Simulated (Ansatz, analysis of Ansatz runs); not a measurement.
# Al3GaN4 (Pm), nudged elastic band: V_N hop (3.1 Å) (q = +3), part 2 of 2

Wanted: path and barrier of a jump of N in Al3GaN4 (Pm) at charge +3. The case: V_N hop (3.1 Å), in a cell of 96 host atoms with 1 N taken out.

Ansatz 0.2.0; plane-wave PAW DFT, PBEsol; nudged elastic band between two relaxed defect structures at fixed charge in a uniform background.

So far: The structure; Relaxation of the start point, charge +3; Relaxation of the end point, charge +3.

## Step 4: Nudged elastic band, charge +3

5 movable images are laid between the ends on a pair-potential path, which keeps atoms from colliding in the first guess. Each image feels the true force across the path and a spring force along it. The highest image is set to climb to the top of the path.

This step: plane-wave PAW DFT, PBEsol; nudged elastic band between two relaxed defect structures at fixed charge in a uniform background.

qp3.neb/input.yaml

```yaml
crystal:
  lattice:
    - [10.08692303, 0.0, 0.00025291]
    - [0.0, 9.39015873, 0.0]
    - [-0.00644803, 0.0, 10.83602103]
  atoms:
    - { symbol: Al, position: [0.25016586, 0.16615157, 0.08349543] }
    - { symbol: Al, position: [-0.00063052, 0.16594719, 0.41618729] }
    - { symbol: Al, position: [0.00121155, 0.00031288, 0.16583708] }
    - { symbol: Ga, position: [0.24886463, 0.00027029, 0.33138465] }
    - { symbol: "N", position: [0.05567516, 0.00032427, 0.33311411] }
    - { symbol: "N", position: [0.06201016, 0.16652412, 0.08329984] }
    - { symbol: "N", position: [0.31244247, 0.16661305, 0.41964934] }
    - { symbol: "N", position: [0.3126076, 0.00027304, 0.16282193] }
    - { symbol: Al, position: [0.24736177, 0.16350735, 0.58079913] }
    - { symbol: Al, position: [0.00040721, 0.16538697, 0.91858643] }
    - { symbol: Al, position: [-0.00084467, 0.00030554, 0.66625282] }
    - { symbol: Ga, position: [0.24914426, 0.00029511, 0.83310487] }
    - { symbol: "N", position: [0.05592173, 0.00033726, 0.83238304] }
    - { symbol: "N", position: [0.06098102, 0.1651998, 0.58263426] }
    - { symbol: "N", position: [0.31413139, 0.16686729, 0.91934467] }
    - { symbol: "N", position: [0.31363675, 0.0002658, 0.66270137] }
    - { symbol: Al, position: [0.24971754, 0.50027633, 0.08466856] }
    - { symbol: Al, position: [0.00427148, 0.50034426, 0.40895569] }
    - { symbol: Al, position: [0.00035349, 0.33284496, 0.16375047] }
    - { symbol: Ga, position: [0.24697868, 0.32878599, 0.3306917] }
    - { symbol: "N", position: [0.0556054, 0.33199476, 0.33151858] }
    - { symbol: "N", position: [0.06142252, 0.50030851, 0.08363213] }
    - { symbol: "N", position: [0.30857749, 0.50035584, 0.42076561] }
    - { symbol: "N", position: [0.31296895, 0.33353998, 0.1631666] }
    - { symbol: Al, position: [0.24424842, 0.50029239, 0.58324205] }
    - { symbol: Al, position: [-0.00026757, 0.5003239, 0.9186943] }
    - { symbol: Al, position: [0.00498365, 0.32603974, 0.6697186] }
    - { symbol: Ga, position: [0.24692484, 0.33395687, 0.83816004] }
    - { symbol: "N", position: [0.05567103, 0.33318379, 0.83499918] }
    - { symbol: "N", position: [0.04952832, 0.50030769, 0.58323761] }
    - { symbol: "N", position: [0.31278256, 0.50035528, 0.9206295] }
    - { symbol: "N", position: [0.30740781, 0.33446184, 0.66268589] }
    - { symbol: Al, position: [0.25016519, 0.83438017, 0.08348534] }
    - { symbol: Al, position: [-0.00065052, 0.83472303, 0.41618254] }
    - { symbol: Al, position: [0.00034357, 0.66778203, 0.16375594] }
    - { symbol: Ga, position: [0.24698084, 0.67178594, 0.33068671] }
    - { symbol: "N", position: [0.05560196, 0.66867807, 0.33151696] }
    - { symbol: "N", position: [0.06200904, 0.83410176, 0.08331074] }
    - { symbol: "N", position: [0.31246531, 0.83404514, 0.4196834] }
    - { symbol: "N", position: [0.31297712, 0.66701589, 0.16316254] }
    - { symbol: Al, position: [0.24732437, 0.8369874, 0.58082375] }
    - { symbol: Al, position: [0.00041664, 0.83530124, 0.91858864] }
    - { symbol: Al, position: [0.00495762, 0.67456552, 0.66972125] }
    - { symbol: Ga, position: [0.24689681, 0.66662597, 0.83816791] }
    - { symbol: "N", position: [0.05564073, 0.66747072, 0.83500705] }
    - { symbol: "N", position: [0.06093516, 0.83539983, 0.58264111] }
    - { symbol: "N", position: [0.31411062, 0.83385986, 0.91931895] }
    - { symbol: "N", position: [0.30739526, 0.66611605, 0.66272958] }
    - { symbol: Al, position: [0.75216701, 0.16595959, 0.08386476] }
    - { symbol: Al, position: [0.49891086, 0.16615616, 0.41553681] }
    - { symbol: Al, position: [0.50087154, 0.00031749, 0.16716452] }
    - { symbol: Ga, position: [0.75024045, 0.00027531, 0.3323065] }
    - { symbol: "N", position: [0.55611816, 0.00031399, 0.33411641] }
    - { symbol: "N", position: [0.56315417, 0.16511154, 0.08391186] }
    - { symbol: "N", position: [0.81161208, 0.16752172, 0.41985399] }
    - { symbol: "N", position: [0.81263842, 0.00027452, 0.16362214] }
    - { symbol: Al, position: [0.75185287, 0.16677731, 0.5826937] }
    - { symbol: Al, position: [0.50130153, 0.16336827, 0.92115114] }
    - { symbol: Al, position: [0.5017409, 0.00030287, 0.6650421] }
    - { symbol: Ga, position: [0.75107608, 0.00029511, 0.83300343] }
    - { symbol: "N", position: [0.5560581, 0.00035836, 0.8314597] }
    - { symbol: "N", position: [0.56163323, 0.16809219, 0.58228012] }
[... 2 lines left out ...]
    - { symbol: Al, position: [0.75084806, 0.50027575, 0.08383168] }
    - { symbol: Al, position: [0.48395931, 0.50037449, 0.37919053] }
    - { symbol: Al, position: [0.50128393, 0.3307571, 0.16090958] }
    - { symbol: Ga, position: [0.75152387, 0.33235238, 0.33138743] }
[... 4 lines left out ...]
    - { symbol: Al, position: [0.81341235, 0.50025177, 0.58361271] }
    - { symbol: Al, position: [0.49934167, 0.50033785, 0.91881215] }
    - { symbol: Al, position: [0.48443927, 0.29874245, 0.68401517] }
    - { symbol: Ga, position: [0.75172418, 0.33328093, 0.83477116] }
[... 6 lines left out ...]
    - { symbol: Ga, position: [0.75150863, 0.66823212, 0.3313902] }
[... 7 lines left out ...]
    - { symbol: Ga, position: [0.75174649, 0.66729808, 0.83477362] }
[... 4 lines left out ...]
total_charge: 3
basis:
  ecutwfc: 420
  xc_grid: 2
hamiltonian:
  xc: pbesol
kpoints:
  mp_grid: { grid: [1, 1, 1], shift: [0.25, 0.25, 0.25] }
scf:
  occupations: { method: fixed }
  max_iter: 150
output:
  forces: true
neb:
  images: 5
  f_tol: 0.04
  climbing: true
  initial_path: idpp
  max_iterations: 45
  order_check: false
  final_atoms:
[... 3 lines left out ...]
    - { symbol: Ga, position: [0.24929471, 0.00029824, 0.33228516] }
[... 7 lines left out ...]
    - { symbol: Ga, position: [0.24684501, 0.00266447, 0.82960831] }
[... 7 lines left out ...]
    - { symbol: Ga, position: [0.24928209, 0.33241297, 0.33230082] }
[... 7 lines left out ...]
    - { symbol: Ga, position: [0.24689332, 0.33000585, 0.82959473] }
[... 7 lines left out ...]
    - { symbol: Ga, position: [0.24886606, 0.66637081, 0.33329869] }
[... 7 lines left out ...]
    - { symbol: Ga, position: [0.2473177, 0.66636394, 0.83177811] }
[... 7 lines left out ...]
    - { symbol: Ga, position: [0.75212574, 0.00063464, 0.33246981] }
[... 7 lines left out ...]
    - { symbol: Ga, position: [0.75221038, 0.00096694, 0.83089289] }
[... 7 lines left out ...]
    - { symbol: Ga, position: [0.75213344, 0.3320879, 0.33249692] }
[... 5 lines left out ...]
    - { symbol: Al, position: [0.48668462, 0.46465786, 0.93572017] }
    - { symbol: Al, position: [0.49871667, 0.33205841, 0.66346903] }
    - { symbol: Ga, position: [0.7521529, 0.33178369, 0.83090391] }
[... 3 lines left out ...]
    - { symbol: Al, position: [0.75194618, 0.83322496, 0.08499] }
    - { symbol: Al, position: [0.50074616, 0.83621107, 0.41140622] }
    - { symbol: Al, position: [0.49860568, 0.6663843, 0.1669127] }
    - { symbol: Ga, position: [0.75046227, 0.66636403, 0.33258382] }
    - { symbol: "N", position: [0.55578895, 0.66641045, 0.33279069] }
    - { symbol: "N", position: [0.56199664, 0.83313702, 0.08496483] }
    - { symbol: "N", position: [0.81246412, 0.83300119, 0.41881613] }
    - { symbol: "N", position: [0.81098276, 0.66634819, 0.16224403] }
    - { symbol: Al, position: [0.7515686, 0.83473159, 0.58132759] }
    - { symbol: Al, position: [0.48666723, 0.86811357, 0.93569293] }
    - { symbol: Al, position: [0.48621527, 0.66643478, 0.626244] }
    - { symbol: Ga, position: [0.79718008, 0.66633263, 0.83156828] }
    - { symbol: "N", position: [0.56182357, 0.49831385, 0.58156836] }
    - { symbol: "N", position: [0.56183478, 0.83451067, 0.5815243] }
    - { symbol: "N", position: [0.81249273, 0.8353297, 0.92030436] }
    - { symbol: "N", position: [0.81166287, 0.66636253, 0.6600247] }
```

Run with:

```console
> ansatz run input.yaml --threads 32 --pin off --max-ram 84787MiB --backend cuda --events-out ev --progress --plain --runs-dir out --max-vram 78GiB
```

Elapsed: 17 s, on 1 × NVIDIA GB200 with 32 threads of Arm Neoverse V2, shared host; peak memory 2.1 GiB; 77 s of CPU time.

The path, image by image:

```csv
image,path (Å),energy (eV),"N92: x, y, z (Å)"
0,0.000,0.0000,"5.609, 6.262, 9.043"
1,0.653,0.8070,"5.693, 5.912, 8.730"
2,1.305,1.9200,"5.794, 5.501, 8.353"
3,1.958,2.4680,"5.815, 5.142, 7.918"
4,2.645,1.8210,"5.835, 4.926, 7.361"
5,3.333,0.7100,"5.747, 4.800, 6.797"
6,4.020,-0.2140,"5.663, 4.679, 6.302"
```

Numbers from this step:

```yaml
free_energy: -81729.0923 eV
barrier_forward: 2.468 eV
barrier_backward: 2.681 eV
end_less_start: -0.2132 eV
hop_length: 3.166 Å
```

Track of the atom that was set to move:

```csv
image,x (Å),y (Å),z (Å),nearest neighbour,distance (Å)
0,5.609,6.262,9.043,Al,1.816
1,5.693,5.912,8.73,Al,1.783
2,5.794,5.501,8.353,Al,1.778
3,5.815,5.142,7.918,Al,1.802
4,5.835,4.926,7.361,Al,1.785
5,5.747,4.8,6.797,Al,1.782
6,5.663,4.679,6.302,Al,1.819
```

The band met its tolerance of 0.04 eV/Å after 8 iterations, with image 3 on top (the start counts as 0). N92, which moves farthest between the ends, has 3 Al at 1.82 to 1.94 Å and 1 Ga at 1.97 Å nearest at the start and 1 Al at 1.80 Å at the top.

## Step 5: Single point at the start point, PBEsol, denser k-mesh

Three single points on a mesh of more k-points (start, top, end) test the sampling. The start is shown; top and end are run alike.

This step: plane-wave PAW DFT, PBEsol; single point of a defect supercell on a structure of the PBEsol path.

qp3.start.mesh/input.yaml

```yaml
crystal:
  lattice:
    - [10.08692303, 0.0, 0.00025291]
    - [0.0, 9.39015873, 0.0]
    - [-0.00644803, 0.0, 10.83602103]
  atoms:
    - { symbol: Al, position: [0.25016586, 0.16615157, 0.08349543] }
    - { symbol: Al, position: [-0.00063052, 0.16594719, 0.41618729] }
    - { symbol: Al, position: [0.00121155, 0.00031288, 0.16583708] }
    - { symbol: Ga, position: [0.24886463, 0.00027029, 0.33138465] }
    - { symbol: "N", position: [0.05567516, 0.00032427, 0.33311411] }
    - { symbol: "N", position: [0.06201016, 0.16652412, 0.08329984] }
    - { symbol: "N", position: [0.31244247, 0.16661305, 0.41964934] }
    - { symbol: "N", position: [0.3126076, 0.00027304, 0.16282193] }
    - { symbol: Al, position: [0.24736177, 0.16350735, 0.58079913] }
    - { symbol: Al, position: [0.00040721, 0.16538697, 0.91858643] }
    - { symbol: Al, position: [-0.00084467, 0.00030554, 0.66625282] }
    - { symbol: Ga, position: [0.24914426, 0.00029511, 0.83310487] }
    - { symbol: "N", position: [0.05592173, 0.00033726, 0.83238304] }
    - { symbol: "N", position: [0.06098102, 0.1651998, 0.58263426] }
    - { symbol: "N", position: [0.31413139, 0.16686729, 0.91934467] }
    - { symbol: "N", position: [0.31363675, 0.0002658, 0.66270137] }
    - { symbol: Al, position: [0.24971754, 0.50027633, 0.08466856] }
    - { symbol: Al, position: [0.00427148, 0.50034426, 0.40895569] }
    - { symbol: Al, position: [0.00035349, 0.33284496, 0.16375047] }
    - { symbol: Ga, position: [0.24697868, 0.32878599, 0.3306917] }
    - { symbol: "N", position: [0.0556054, 0.33199476, 0.33151858] }
    - { symbol: "N", position: [0.06142252, 0.50030851, 0.08363213] }
    - { symbol: "N", position: [0.30857749, 0.50035584, 0.42076561] }
    - { symbol: "N", position: [0.31296895, 0.33353998, 0.1631666] }
    - { symbol: Al, position: [0.24424842, 0.50029239, 0.58324205] }
    - { symbol: Al, position: [-0.00026757, 0.5003239, 0.9186943] }
    - { symbol: Al, position: [0.00498365, 0.32603974, 0.6697186] }
    - { symbol: Ga, position: [0.24692484, 0.33395687, 0.83816004] }
    - { symbol: "N", position: [0.05567103, 0.33318379, 0.83499918] }
    - { symbol: "N", position: [0.04952832, 0.50030769, 0.58323761] }
    - { symbol: "N", position: [0.31278256, 0.50035528, 0.9206295] }
    - { symbol: "N", position: [0.30740781, 0.33446184, 0.66268589] }
    - { symbol: Al, position: [0.25016519, 0.83438017, 0.08348534] }
    - { symbol: Al, position: [-0.00065052, 0.83472303, 0.41618254] }
    - { symbol: Al, position: [0.00034357, 0.66778203, 0.16375594] }
    - { symbol: Ga, position: [0.24698084, 0.67178594, 0.33068671] }
    - { symbol: "N", position: [0.05560196, 0.66867807, 0.33151696] }
    - { symbol: "N", position: [0.06200904, 0.83410176, 0.08331074] }
    - { symbol: "N", position: [0.31246531, 0.83404514, 0.4196834] }
    - { symbol: "N", position: [0.31297712, 0.66701589, 0.16316254] }
    - { symbol: Al, position: [0.24732437, 0.8369874, 0.58082375] }
    - { symbol: Al, position: [0.00041664, 0.83530124, 0.91858864] }
    - { symbol: Al, position: [0.00495762, 0.67456552, 0.66972125] }
    - { symbol: Ga, position: [0.24689681, 0.66662597, 0.83816791] }
    - { symbol: "N", position: [0.05564073, 0.66747072, 0.83500705] }
    - { symbol: "N", position: [0.06093516, 0.83539983, 0.58264111] }
    - { symbol: "N", position: [0.31411062, 0.83385986, 0.91931895] }
    - { symbol: "N", position: [0.30739526, 0.66611605, 0.66272958] }
    - { symbol: Al, position: [0.75216701, 0.16595959, 0.08386476] }
    - { symbol: Al, position: [0.49891086, 0.16615616, 0.41553681] }
    - { symbol: Al, position: [0.50087154, 0.00031749, 0.16716452] }
    - { symbol: Ga, position: [0.75024045, 0.00027531, 0.3323065] }
    - { symbol: "N", position: [0.55611816, 0.00031399, 0.33411641] }
    - { symbol: "N", position: [0.56315417, 0.16511154, 0.08391186] }
    - { symbol: "N", position: [0.81161208, 0.16752172, 0.41985399] }
    - { symbol: "N", position: [0.81263842, 0.00027452, 0.16362214] }
    - { symbol: Al, position: [0.75185287, 0.16677731, 0.5826937] }
    - { symbol: Al, position: [0.50130153, 0.16336827, 0.92115114] }
    - { symbol: Al, position: [0.5017409, 0.00030287, 0.6650421] }
    - { symbol: Ga, position: [0.75107608, 0.00029511, 0.83300343] }
    - { symbol: "N", position: [0.5560581, 0.00035836, 0.8314597] }
    - { symbol: "N", position: [0.56163323, 0.16809219, 0.58228012] }
    - { symbol: "N", position: [0.81257932, 0.16664202, 0.91976496] }
    - { symbol: "N", position: [0.81028444, 0.00031568, 0.66246287] }
    - { symbol: Al, position: [0.75084806, 0.50027575, 0.08383168] }
    - { symbol: Al, position: [0.48395931, 0.50037449, 0.37919053] }
    - { symbol: Al, position: [0.50128393, 0.3307571, 0.16090958] }
    - { symbol: Ga, position: [0.75152387, 0.33235238, 0.33138743] }
    - { symbol: "N", position: [0.55649902, 0.33222595, 0.33166752] }
    - { symbol: "N", position: [0.5613601, 0.50031412, 0.08358956] }
    - { symbol: "N", position: [0.81372491, 0.50033533, 0.41620928] }
    - { symbol: "N", position: [0.81154822, 0.3335471, 0.16257438] }
    - { symbol: Al, position: [0.81341235, 0.50025177, 0.58361271] }
    - { symbol: Al, position: [0.49934167, 0.50033785, 0.91881215] }
    - { symbol: Al, position: [0.48443927, 0.29874245, 0.68401517] }
    - { symbol: Ga, position: [0.75172418, 0.33328093, 0.83477116] }
    - { symbol: "N", position: [0.5565596, 0.33377942, 0.83453254] }
    - { symbol: "N", position: [0.81180442, 0.50033435, 0.91965355] }
    - { symbol: "N", position: [0.81339939, 0.33077708, 0.66506116] }
    - { symbol: Al, position: [0.75216514, 0.83457938, 0.08385162] }
    - { symbol: Al, position: [0.49894589, 0.83450624, 0.41556023] }
    - { symbol: Al, position: [0.50129088, 0.66989762, 0.16090005] }
    - { symbol: Ga, position: [0.75150863, 0.66823212, 0.3313902] }
    - { symbol: "N", position: [0.55649996, 0.66848207, 0.33161682] }
    - { symbol: "N", position: [0.56314837, 0.83551951, 0.08389359] }
    - { symbol: "N", position: [0.81163045, 0.83316292, 0.41985252] }
    - { symbol: "N", position: [0.81154831, 0.66701575, 0.16257143] }
    - { symbol: Al, position: [0.75189617, 0.83376592, 0.58269714] }
    - { symbol: Al, position: [0.50127915, 0.83735707, 0.92112261] }
    - { symbol: Al, position: [0.484433, 0.70183486, 0.68397212] }
    - { symbol: Ga, position: [0.75174649, 0.66729808, 0.83477362] }
    - { symbol: "N", position: [0.55657386, 0.66688473, 0.83451097] }
    - { symbol: "N", position: [0.56170093, 0.83248558, 0.58232391] }
    - { symbol: "N", position: [0.81257298, 0.83405147, 0.9197467] }
    - { symbol: "N", position: [0.8133776, 0.6697578, 0.66504404] }
total_charge: 3
basis:
  ecutwfc: 420
  xc_grid: 2
hamiltonian:
  xc: pbesol
kpoints:
  mp_grid: { grid: [2, 2, 2], shift: [0.5, 0.5, 0.5] }
scf:
  occupations: { method: fixed }
  max_iter: 150
output:
  forces: true
  eigenvalues: true
checkpoint:
  write: "../qp3.start.mesh.run"
  compress: false
  write_wavefunctions: false
  write_every: 100000
```

Wall time 2.1 s (1 × NVIDIA GB200 with 32 threads); peak memory 1.4 GiB; 5.6 s of CPU time.

This step gave:

* free energy: -81731.5612 eV

## Step 6: Barrier from single points, PBEsol, denser k-mesh

Analysis of the runs above: barrier from PBEsol single points on the PBEsol path.

It gives:

```
barrier forward  : 2.457 eV
barrier backward : 2.670 eV
end less start   : -0.2130 eV
```

This gives 2.457 eV against the band's 2.468 eV (backward 2.670 against 2.681 eV). This mesh holds only the band's own point and its sign variants, so it tests the average over those and no finer sampling.

## Step 7: Single point at the start point, HSE06

A whole band with exact exchange would cost too much, so three single points on the path found stand in. The start is shown; top and end are run alike.

This step: plane-wave PAW DFT, HSE06; single point of a defect supercell on a structure of the PBEsol path.

qp3.start.hse06/input.yaml, as its differences from qp3.start.mesh/input.yaml of step 5:

```diff
@@ -106,5 +106,5 @@
 hamiltonian:
-  xc: pbesol
+  xc: hse06
 kpoints:
-  mp_grid: { grid: [2, 2, 2], shift: [0.5, 0.5, 0.5] }
+  mp_grid: { grid: [1, 1, 1], shift: [0.25, 0.25, 0.25] }
 scf:
@@ -116,3 +116,3 @@
 checkpoint:
-  write: "../qp3.start.mesh.run"
+  write: "../qp3.start.hse06.run"
   compress: false
```

Elapsed: 7.2 s, on 1 × NVIDIA GB200 with 32 threads; peak memory 2.7 GiB; 35 s of CPU time.

Numbers from this step:

```
free energy : -82948.0095 eV
```

## Step 8: Barrier from single points, HSE06

Analysis of the runs above: barrier from HSE06 single points on the PBEsol path.

It gives:

- barrier forward: 2.779 eV
- barrier backward: 2.984 eV
- end less start: -0.2054 eV

This gives 2.779 eV against the band's 2.468 eV.

## Step 9: Single point at the start point, r2SCAN

Three single points with a meta-GGA, at its higher cutoff of 500 eV, show what it does to the barrier on the path found. The start is shown; top and end are run alike.

This step: plane-wave PAW DFT, r2SCAN; single point of a defect supercell on a structure of the PBEsol path.

qp3.start.r2scan/input.yaml, as its differences from qp3.start.hse06/input.yaml of step 7:

```diff
@@ -103,6 +103,6 @@
 basis:
-  ecutwfc: 420
+  ecutwfc: 500
   xc_grid: 2
 hamiltonian:
-  xc: hse06
+  xc: r2scan
 kpoints:
@@ -116,3 +116,3 @@
 checkpoint:
-  write: "../qp3.start.hse06.run"
+  write: "../qp3.start.r2scan.run"
   compress: false
```

Run time: 1.3 s. Hardware: 1 × NVIDIA GB200 with 32 threads; peak memory 1.5 GiB.

This step gave:

```
free energy : -83178.4139 eV
```

## Step 10: Barrier from single points, r2SCAN

Analysis of the runs above: barrier from r2SCAN single points on the PBEsol path.

It gives:

- barrier forward: 2.762 eV
- barrier backward: 2.977 eV
- end less start: -0.2153 eV

This gives 2.762 eV against the band's 2.468 eV.

## Step 11: Summary of results

```yaml
barrier_forward: 2.47 eV
barrier_backward: 2.68 eV
end_less_start: -0.21 eV
hop_length: 3.17 Å
band_iterations_as_the_log_counts_them: 8
barrier_from_single_points_pbesol_denser_k_mesh: 2.46 eV
barrier_from_single_points_hse06: 2.78 eV
barrier_from_single_points_r2scan: 2.76 eV
```

In words: The top of the band lies 2.47 eV above the start and 2.68 eV above the end. With an assumed prefactor of 1e13 per second it gives one hop a second along this one path at about 960 K; whether such hops link up through the crystal wasn't checked. Across functionals on this path (PBEsol 2.468, HSE06 2.779 and r2SCAN 2.762 eV) the forward values spread by 0.310 eV. The order of the top as a saddle was not checked for all atoms, so a bent path could be lower. No image-charge correction is applied; it largely cancels along a path if the charge stays localised alike. Limits: one k-point off the zone centre stands for the whole zone.

[Logs are printed without paths, hosts, clocks, repeated set-up lines and the standing remarks that a program may print on its own settings, such as how far it seeks lower states.]

[Hosts, paths, dates, database ids (printed as entryN), source tags and the programs' standing remarks are cut or masked in the printed files.]
